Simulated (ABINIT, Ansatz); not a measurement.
**WSe2 (P6_3/mmc): G0W0 on several meshes in ABINIT**

Wanted: mesh dependence and cost of G0W0 for WSe2 (P6_3/mmc).

Program: ABINIT 10.8.3. Level of theory: PBE and many-body steps on it, plane waves. Results are calculated unless marked as measured.

The database entry behind the starting cell differs from later determinations by our own check (a about 0.2 % long), so it need not match the best structure at ambient conditions.

## Step 1: The structure

It takes space group P6_3/mmc (No. 194, hexagonal). Conventional cell: a = 3.290 Å, b = 3.290 Å, c = 12.970 Å, α = 90.00°, β = 90.00°, γ = 120.00°. Nearest to W lie 6 Se at 2.53 Å. Nearest to Se lie 3 W at 2.53 Å. Farther neighbours and most contacts between anions are not listed.

The cell and positions come from the Crystallography Open Database and are kept as given unless a step says otherwise. Spin-orbit coupling is left out unless a step names it.

## Step 2: Empty states on the mesh, 6×6×1 mesh, 466 bands

This step: ABINIT 10.8.3; DFT, PBE, plane waves, norm-conserving pseudopotentials.

The sums over transitions need many empty states on a uniform mesh; this step solves for them.

The input, run.abi:

```
acell 3*1.0 Angstrom
rprim 
  3.290000000028 -0.000000000007 0.000000000000
  -1.645000000008 2.849223578479 0.000000000000
  0.000000000000 0.000000000000 12.970000000000
ntypat 2
znucl 74 34
natom 6
typat 1 1 2 2 2 2
xred 
  0.333333333333 0.666666666667 0.250000000000
  0.666666666667 0.333333333333 0.750000000000
  0.333333333333 0.666666666667 0.621000000000
  0.666666666667 0.333333333333 0.121000000000
  0.333333333333 0.666666666667 0.879000000000
  0.666666666667 0.333333333333 0.379000000000
pp_dirpath "pseudos"
pseudos "W.upf, Se.upf"
ecut 58
ngkpt 6 6 1
nshiftk 1
shiftk 0 0 0
kptopt 1
chksymbreak 0
iscf -2
irdden 1
istwfk *1
nband 466
nbdbuf 42
tolwfr 1e-09
nstep 60
prtvol 0
indata_prefix "in"
outdata_prefix "out"
tmpdata_prefix "tmp"
```

Run with:

```bash
$ OMP_NUM_THREADS=2 mpirun -n 7 abinit run.abi > log
```

Numbers of over 12 decimals in the logs are rounded to 6 here.

What it wrote:

```text
.Version 10.8.3 of ABINIT. v10.8.2 released Aug 2026.

 Symmetries : space group P6_3/m m c (#194); Bravais hP (primitive hexag.)
[... echo of the input left out ...]
== DATASET  1 ==================================================================
-   mpi_nproc: 7, omp_nthreads: 2 (-1 if OMP is not activated)

--- !DatasetInfo
iteration_state: {dtset: 1, }
dimensions: {natom: 6, nkpt: 7, mband: 466, nsppol: 1, nspinor: 1, nspden: 1, mpw: 17365, }
cutoff_energies: {ecut:  58.0, pawecutdg:  -1.0, }
[...]
4.60749    4.61714    4.61714    4.62220    4.65183    4.66550    4.68308    4.68415
   4.68886    4.69581    4.69668    4.69898    4.70059    4.70211    4.70362    4.70931
   4.71480    4.72339
 prteigrs : prtvol=0 or 1, do not print more k-points.

== END DATASET(S) ==============================================================
================================================================================

 -outvars: echo values of variables after computation  --------
            nband         466
             nkpt           7
          spgroup         194
 [... the other variables as echoed above ...]

 Calculation completed.
```

Run time: 7.2 min. Hardware: 7 MPI ranks of Arm Neoverse V2, shared host; peak memory 1.8 GiB; 80 min of CPU time.

This step gave:

```
gap                                                           : 0.9782 eV
k of the valence top                                          : 0, 0, 0
k of the conduction bottom                                    : 0.1667, 0.1667, 0
least direct gap                                              : 1.524 eV
k points computed                                             : 7
lowest point of the top converged band, above the valence top : 106.7282 eV
```

On this mesh the gap is 0.978 eV.

The density comes from a self-consistent run that is not shown.

## Step 3: Screening, 6×6×1 mesh, 210 bands, screening to 141.5 eV

The RPA dielectric matrix is built and inverted for each q.

This step: RPA screening on PBE, plane waves, norm-conserving pseudopotentials.

Changes to run.abi since step 2:

```diff
@@ -24,10 +24,11 @@
 chksymbreak 0
-iscf -2
-irdden 1
 istwfk *1
-nband 466
-nbdbuf 42
-tolwfr 1e-09
-nstep 60
-prtvol 0
+occopt 1
+irdwfk 1
+optdriver 3
+nband 210
+ecuteps 5.2
+inclvkb 2
+awtr 1
+symchi 1
 indata_prefix "in"
```

Run with:

```bash
$ OMP_NUM_THREADS=1 mpirun -n 16 abinit run.abi > log
```

What it wrote:

```text
.Version 10.8.3 of ABINIT. v10.8.2 released Aug 2026.

 Symmetries : space group P6_3/m m c (#194); Bravais hP (primitive hexag.)
[... echo of the input left out ...]
== DATASET  1 ==================================================================
-   mpi_nproc: 16, omp_nthreads: 1 (-1 if OMP is not activated)

--- !DatasetInfo
iteration_state: {dtset: 1, }
dimensions: {natom: 6, nkpt: 7, mband: 210, nsppol: 1, nspinor: 1, nspden: 1, mpw: 17365, }
cutoff_energies: {ecut:  58.0, pawecutdg:  -1.0, }
electrons: {nelect:   1.24000000E+02, charge:   0.00000000E+00, occopt:   1.00000000E+00, tsmear:   1.00000000E-02, }

 SCREENING: Calculation of the susceptibility and dielectric matrices

 Based on a program developped by R.W. Godby, V. Olevano, G. Onida, and L. Reining.
 Incorporated in ABINIT by V. Olevano, G.-M. Rignanese, and M. Torrent.
.Using double precision arithmetic ; gwpc =  8

[... cell and pseudopotentials left out ...]
--------------------------------------------------------------------------------

 ==== K-mesh for the wavefunctions ====
 Number of points in the irreducible wedge :     7
[... list of points left out ...]
 Together with 24 symmetry operations and time-reversal symmetry
 yields    36 points in the full Brillouin Zone.

 ==== Q-mesh for the screening function ====
 Number of points in the irreducible wedge :     7
[... list of points left out ...]
 Together with 24 symmetry operations and time-reversal symmetry
 yields    36 points in the full Brillouin Zone.

 setmesh: FFT mesh size selected  =    24x   24x  120
          total number of points  =        69120

 vcoul_init : cutoff-mode = AUXILIARY_FUNCTION
 q-points for optical limit:   1
     1)      0.000010    0.000020    0.000030

- screening: taking advantage of time-reversal symmetry
- Maximum band index for partially occupied states nbvw = 62
- Remaining bands to be divided among processors   nbcw = 148
- Number of bands treated by each node ~9

 Number of electrons calculated from density =  124.0000; Expected =  124.0000
 average of density, n =  0.151134
 r_s =    1.1646
 omega_plasma =   37.5005 [eV]

 calculating chi0 at frequencies [eV] :
  1    0.000000E+00    0.000000E+00
  2    0.000000E+00    3.750049E+01

--------------------------------------------------------------------------------
  q-point number  1        q = ( 0.000000, 0.000000, 0.000000) [r.l.u.]
--------------------------------------------------------------------------------
[... chi0 elements left out ...]
 For q-point:  0.000010 0.000020 0.000030
  dielectric constant =  14.9570
  dielectric constant without local fields =  16.5945

  Average fulfillment of the sum rule on Im[epsilon] for q-point    1 :     43.76  [%]
[... wings left out ...]
  q-point number  2        q = ( 0.166667, 0.000000, 0.000000) [r.l.u.]
--------------------------------------------------------------------------------
[... chi0 elements left out ...]
  Average fulfillment of the sum rule on Im[epsilon] for q-point    2 :     45.02  [%]

 [... 5 further q-points ...]
```

Wall time 3.3 min (16 MPI ranks); peak memory 15 GiB.

Numbers from this step:

* ε∞ with local fields, on this mesh, along the program's q direction: 14.96
* the same without local fields: 16.59
* plasma frequency: 37.50 eV
* plane waves in the screening matrix: 463

Local fields lower ε∞ by 10 %. On a Γ-centred mesh this coarse the value itself is usually too large, while a short band sum pulls it down.

## Step 4: 6×6×1

The self-energy is evaluated for the states that the input lists, and the levels follow from it, in one-shot runs by the linearised quasiparticle equation.

This step: G0W0 on PBE, plane waves, norm-conserving pseudopotentials.

Changes to run.abi since step 3:

```diff
@@ -27,8 +27,19 @@
 irdwfk 1
-optdriver 3
+optdriver 4
 nband 210
+gwcalctyp 0
+ecutsigx 58
+symsigma 1
+nkptgw 3
+kptgw 
+  0.0000000000 0.0000000000 0.0000000000
+  0.1666666667 0.1666666667 0.0000000000
+  0.3333333333 0.3333333333 0.0000000000
+bdgw 
+  61 64
+  61 64
+  61 64
 ecuteps 5.2
-inclvkb 2
-awtr 1
-symchi 1
+irdscr 1
+ppmodel 1
 indata_prefix "in"
```

What it wrote:

```text
.Version 10.8.3 of ABINIT. v10.8.2 released Aug 2026.

 Symmetries : space group P6_3/m m c (#194); Bravais hP (primitive hexag.)
[... echo of the input left out ...]
== DATASET  1 ==================================================================
-   mpi_nproc: 16, omp_nthreads: 1 (-1 if OMP is not activated)

--- !DatasetInfo
iteration_state: {dtset: 1, }
dimensions: {natom: 6, nkpt: 7, mband: 210, nsppol: 1, nspinor: 1, nspden: 1, mpw: 17365, }
cutoff_energies: {ecut:  58.0, pawecutdg:  -1.0, }
electrons: {nelect:   1.24000000E+02, charge:   0.00000000E+00, occopt:   1.00000000E+00, tsmear:   1.00000000E-02, }

 SIGMA: Calculation of the GW corrections

 Based on a program developped by R.W. Godby, V. Olevano, G. Onida, and L. Reining.
 Incorporated in ABINIT by V. Olevano, G.-M. Rignanese, and M. Torrent.
.Using double precision arithmetic ; gwpc =  8

[... cell and pseudopotentials left out ...]
--------------------------------------------------------------------------------

 ==== K-mesh for the wavefunctions ====
 Number of points in the irreducible wedge :     7
[... list of points left out ...]
 Together with 24 symmetry operations and time-reversal symmetry
 yields    36 points in the full Brillouin Zone.

 ==== Q-mesh for screening function ====
 Number of points in the irreducible wedge :     7
[... list of points left out ...]
 Together with 24 symmetry operations and time-reversal symmetry
 yields    36 points in the full Brillouin Zone.

 vcoul_init : cutoff-mode = AUXILIARY_FUNCTION
 q-points for optical limit:   1
     1)      0.000010    0.000020    0.000030
 setmesh: FFT mesh size selected  =    40x   40x  180
          total number of points  =       288000

 Number of electrons calculated from density =  124.0000; Expected =  124.0000
 average of density, n =  0.151134
 r_s =    1.1646
 omega_plasma =   37.5005 [eV]

 === KS Band Gaps ===
  >>>> For spin  1
   Minimum direct gap =   1.5238 [eV], located at k-point      :   0.3333  0.3333  0.0000
   Fundamental gap    =   0.9782 [eV], Top of valence bands at :   0.0000  0.0000  0.0000
                                       Bottom of conduction at :   0.1667  0.1667  0.0000
 SIGMA fundamental parameters:
 PLASMON POLE MODEL  1
 number of plane-waves for SigmaX                17365
 number of plane-waves for SigmaC and W            463
 number of plane-waves for wavefunctions         17365
 number of bands                                   210
 number of independent spin polarizations            1
 number of spinorial components                      1
 number of k-points in IBZ                           7
 number of q-points in IBZ                           7
 number of symmetry operations                      24
 number of k-points in BZ                           36
 number of q-points in BZ                           36
 number of frequencies for dSigma/dE                 9
 frequency step for dSigma/dE [eV]                0.25
 number of omega for Sigma on real axis              0
 max omega for Sigma on real axis  [eV]           0.00
 zcut for avoiding poles [eV]                     0.10

 EPSILON^-1 parameters (SCR file):
 dimension of the eps^-1 matrix on file            463
 dimension of the eps^-1 matrix used               463
 number of plane-waves for wavefunctions         17365
 number of bands                                   210
 number of q-points in IBZ                           7
 number of frequencies                               2
 number of real frequencies                          1
 number of imag frequencies                          1

 matrix elements of self-energy operator (all in [eV])

 Perturbative Calculation

--- !SelfEnergy_ee
iteration_state: {dtset: 1, }
kpoint     : [   0.000,    0.000,    0.000, ]
spin       : 1
KS_gap     :    2.641
QP_gap     :    3.063
Delta_QP_KS:    0.422
data: !SigmaeeData |
     Band     E0 <VxcDFT>   SigX SigC(E0)      Z dSigC/dE  Sig(E)    E-E0       E
       61   8.758 -14.840 -17.168   2.031   0.805  -0.243 -15.079  -0.239   8.519
       62   9.827 -16.072 -16.480   0.735   0.797  -0.255 -15.811   0.261  10.088
       63  12.468 -15.988 -11.529  -3.608   0.802  -0.246 -15.305   0.683  13.151
       64  12.468 -15.988 -11.529  -3.608   0.802  -0.246 -15.305   0.683  13.151

--- !SelfEnergy_ee
iteration_state: {dtset: 1, }
kpoint     : [   0.167,    0.167,    0.000, ]
spin       : 1
KS_gap     :    2.075
QP_gap     :    2.403
Delta_QP_KS:    0.328
data: !SigmaeeData |
     Band     E0 <VxcDFT>   SigX SigC(E0)      Z dSigC/dE  Sig(E)    E-E0       E
       61   8.691 -15.483 -16.597   1.341   0.794  -0.260 -15.303   0.180   8.871
       62   8.730 -15.625 -16.786   1.370   0.795  -0.258 -15.458   0.166   8.897
[...]
--- !SelfEnergy_ee
iteration_state: {dtset: 1, }
kpoint     : [   0.333,    0.333,    0.000, ]
spin       : 1
KS_gap     :    1.524
QP_gap     :    2.033
Delta_QP_KS:    0.509
data: !SigmaeeData |
     Band     E0 <VxcDFT>   SigX SigC(E0)      Z dSigC/dE  Sig(E)    E-E0       E
[...]
62   9.634 -15.560 -15.904   0.641   0.797  -0.255 -15.323   0.237   9.870
       63  11.158 -16.264 -11.891  -3.434   0.795  -0.258 -15.518   0.746  11.904
       64  11.158 -16.264 -11.891  -3.434   0.795  -0.258 -15.518   0.746  11.904

== END DATASET(S) ==============================================================
================================================================================

 -outvars: echo values of variables after computation  --------
           etotal      0.0000000000E+00
            nband         210
             nkpt           7
          spgroup         194
 [... the other variables as echoed above ...]

 Calculation completed.
```

The job ended after 29 s (16 MPI ranks; peak memory 8.2 GiB).

Numbers from this step:

```
G0W0 gap on the points computed              : 1.211 eV
starting gap on the mesh                     : 0.9782 eV
k of the valence top                         : 0, 0, 0
k of the conduction bottom                   : 0.1667, 0.1667, 0
Z at the valence top                         : 0.797
Z at the conduction bottom                   : 0.805
least direct G0W0 gap on the computed points : 2.034 eV
```

The gap on the mesh goes from 0.98 eV to 1.21 eV, a correction of +0.23 eV.

## Step 5: Empty states on the mesh, 3×3×1 mesh, 230 bands

This step: DFT, PBE, plane waves, norm-conserving pseudopotentials.

Changes to run.abi since step 4:

```diff
@@ -19,3 +19,3 @@
 ecut 58
-ngkpt 6 6 1
+ngkpt 3 3 1
 nshiftk 1
@@ -24,22 +24,10 @@
 chksymbreak 0
+iscf -2
+irdden 1
 istwfk *1
-occopt 1
-irdwfk 1
-optdriver 4
-nband 210
-gwcalctyp 0
-ecutsigx 58
-symsigma 1
-nkptgw 3
-kptgw 
-  0.0000000000 0.0000000000 0.0000000000
-  0.1666666667 0.1666666667 0.0000000000
-  0.3333333333 0.3333333333 0.0000000000
-bdgw 
-  61 64
-  61 64
-  61 64
-ecuteps 5.2
-irdscr 1
-ppmodel 1
+nband 230
+nbdbuf 20
+tolwfr 1e-09
+nstep 60
+prtvol 0
 indata_prefix "in"
```

Run with:

```bash
$ OMP_NUM_THREADS=5 mpirun -n 3 abinit run.abi > log
```

What it wrote:

```text
.Version 10.8.3 of ABINIT. v10.8.2 released Aug 2026.

 Symmetries : space group P6_3/m m c (#194); Bravais hP (primitive hexag.)
[... echo of the input left out ...]
== DATASET  1 ==================================================================
-   mpi_nproc: 3, omp_nthreads: 5 (-1 if OMP is not activated)

--- !DatasetInfo
iteration_state: {dtset: 1, }
dimensions: {natom: 6, nkpt: 3, mband: 230, nsppol: 1, nspinor: 1, nspden: 1, mpw: 17365, }
cutoff_energies: {ecut:  58.0, pawecutdg:  -1.0, }
[...]
2.44954    2.46273    2.46273    2.47565    2.47805    2.48242    2.48547    2.49142
   2.49142    2.49791    2.51167    2.51167    2.52349    2.53192    2.53193    2.54704
   2.54706    2.55184    2.55198    2.57451    2.59870    2.59915
 prteigrs : prtvol=0 or 1, do not print more k-points.

== END DATASET(S) ==============================================================
================================================================================

 -outvars: echo values of variables after computation  --------
            nband         230
             nkpt           3
          spgroup         194
 [... the other variables as echoed above ...]

 Calculation completed.
```

Run time: 1.8 min. Hardware: 3 MPI ranks; peak memory 0.55 GiB; 12 min of CPU time.

Numbers from this step:

- gap: 1.330 eV
- k of the valence top: 0, 0, 0
- k of the conduction bottom: 0.3333, 0.3333, 0
- least direct gap: 1.524 eV
- k points computed: 3
- lowest point of the top converged band, above the valence top: 55.9638 eV

On this mesh the gap is 1.330 eV.

## Step 6: Screening, 3×3×1 mesh, 210 bands, screening to 141.5 eV

This step: RPA screening on PBE, plane waves, norm-conserving pseudopotentials.

Changes to run.abi since step 5:

```diff
@@ -24,10 +24,11 @@
 chksymbreak 0
-iscf -2
-irdden 1
 istwfk *1
-nband 230
-nbdbuf 20
-tolwfr 1e-09
-nstep 60
-prtvol 0
+occopt 1
+irdwfk 1
+optdriver 3
+nband 210
+ecuteps 5.2
+inclvkb 2
+awtr 1
+symchi 1
 indata_prefix "in"
```

Run with:

```bash
$ OMP_NUM_THREADS=1 mpirun -n 16 abinit run.abi > log
```

What it wrote:

```text
.Version 10.8.3 of ABINIT. v10.8.2 released Aug 2026.

 Symmetries : space group P6_3/m m c (#194); Bravais hP (primitive hexag.)
[... echo of the input left out ...]
== DATASET  1 ==================================================================
-   mpi_nproc: 16, omp_nthreads: 1 (-1 if OMP is not activated)

--- !DatasetInfo
iteration_state: {dtset: 1, }
dimensions: {natom: 6, nkpt: 3, mband: 210, nsppol: 1, nspinor: 1, nspden: 1, mpw: 17365, }
cutoff_energies: {ecut:  58.0, pawecutdg:  -1.0, }
electrons: {nelect:   1.24000000E+02, charge:   0.00000000E+00, occopt:   1.00000000E+00, tsmear:   1.00000000E-02, }

 SCREENING: Calculation of the susceptibility and dielectric matrices

 Based on a program developped by R.W. Godby, V. Olevano, G. Onida, and L. Reining.
 Incorporated in ABINIT by V. Olevano, G.-M. Rignanese, and M. Torrent.
.Using double precision arithmetic ; gwpc =  8

[... cell and pseudopotentials left out ...]
--------------------------------------------------------------------------------

 ==== K-mesh for the wavefunctions ====
 Number of points in the irreducible wedge :     3
[... list of points left out ...]
 Together with 24 symmetry operations and time-reversal symmetry
 yields     9 points in the full Brillouin Zone.

 ==== Q-mesh for the screening function ====
 Number of points in the irreducible wedge :     3
[... list of points left out ...]
 Together with 24 symmetry operations and time-reversal symmetry
 yields     9 points in the full Brillouin Zone.

 setmesh: FFT mesh size selected  =    24x   24x  120
          total number of points  =        69120

 vcoul_init : cutoff-mode = AUXILIARY_FUNCTION
 q-points for optical limit:   1
     1)      0.000010    0.000020    0.000030

- screening: taking advantage of time-reversal symmetry
- Maximum band index for partially occupied states nbvw = 62
- Remaining bands to be divided among processors   nbcw = 148
- Number of bands treated by each node ~9

 Number of electrons calculated from density =  124.0000; Expected =  124.0000
 average of density, n =  0.151134
 r_s =    1.1646
 omega_plasma =   37.5005 [eV]

 calculating chi0 at frequencies [eV] :
  1    0.000000E+00    0.000000E+00
  2    0.000000E+00    3.750049E+01

--------------------------------------------------------------------------------
  q-point number  1        q = ( 0.000000, 0.000000, 0.000000) [r.l.u.]
--------------------------------------------------------------------------------
[... chi0 elements left out ...]
 For q-point:  0.000010 0.000020 0.000030
  dielectric constant =  18.7216
  dielectric constant without local fields =  21.0188

  Average fulfillment of the sum rule on Im[epsilon] for q-point    1 :     43.65  [%]
[... wings left out ...]
  q-point number  2        q = ( 0.333333, 0.000000, 0.000000) [r.l.u.]
--------------------------------------------------------------------------------
[... chi0 elements left out ...]
  Average fulfillment of the sum rule on Im[epsilon] for q-point    2 :     41.58  [%]

 [... 1 further q-points ...]
```

Run time: 54 s. Hardware: 16 MPI ranks; peak memory 9.4 GiB; 14 min of CPU time.

This step gave:

```yaml
eps_infinity_with_local_fields_on_this_mesh_along_the_program_s_q_direction: 18.72
the_same_without_local_fields: 21.02
plasma_frequency: 37.50 eV
plane_waves_in_the_screening_matrix: 463
```

[end of part 1 of 2]

[Paths, hosts, dates, memory and timing lines, banners, echoed tables and standing remarks are left out of the program output.]

[Logs are printed without paths, hosts, clocks, repeated set-up lines and the standing remarks that a program may print on its own settings, such as how far it seeks lower states.]

[Runs of the session that timed out or met a known fault of the program may be left out.]

[Hosts, paths, dates, database ids (printed as entryN), source tags and the programs' standing remarks are cut or masked in the printed files.]

[G0W0 gaps are taken among the corrected bands and points alone; a level outside them can change the order at an edge.]

[Where Ansatz stands beside ABINIT at settings called matched, ABINIT's density can come from a denser mesh and the files from another edition; pairs whose starting gaps differed by over 0.03 eV were left out, so agreement reads better than it is.]
